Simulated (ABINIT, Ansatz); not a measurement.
Planning a run of ABINIT 10.8.3 on BAs (F-43m). The input:

```
acell 3*1.0 Angstrom
rprim 
  -0.000000000000 2.388500000000 2.388500000000
  2.388500000000 -0.000000000000 2.388500000000
  2.388500000000 2.388500000000 -0.000000000000
ntypat 2
znucl 5 33
natom 2
typat 1 2
xred 
  0.000000000000 0.000000000000 0.000000000000
  0.250000000000 0.250000000000 0.250000000000
pp_dirpath "pseudos"
pseudos "B.upf, As.upf"
ecut 44
ngkpt 12 12 12
nshiftk 1
shiftk 0.11 0.21 0.31
kptopt 3
chksymbreak 0
iscf -2
irdden 1
istwfk *1
nband 27
nbdbuf 4
tolwfr 1e-09
nstep 60
prtvol 0
indata_prefix "in"
outdata_prefix "out"
tmpdata_prefix "tmp"
```

```sh
OMP_NUM_THREADS=1 mpirun -n 8 abinit run.abi > log
```

**Question.** Estimate wall time and host memory on 8 MPI ranks of Intel Xeon Platinum 8488C (Sapphire Rapids), shared host.

It took 4 min; on shared hardware allow 2 min to 8 min. Peak host memory was 2.4 GiB.

[Paths, hosts, dates, memory and timing lines, banners, echoed tables and standing remarks are left out of the program output.]

[Logs are printed without paths, hosts, clocks, repeated set-up lines and the standing remarks that a program may print on its own settings, such as how far it seeks lower states.]

[Runs of the session that timed out or met a known fault of the program may be left out.]

[Hosts, paths, dates, database ids (printed as entryN), source tags and the programs' standing remarks are cut or masked in the printed files.]

[G0W0 gaps are taken among the corrected bands and points alone; a level outside them can change the order at an edge.]

[Where Ansatz stands beside ABINIT at settings called matched, ABINIT's density can come from a denser mesh and the files from another edition; pairs whose starting gaps differed by over 0.03 eV were left out, so agreement reads better than it is.]
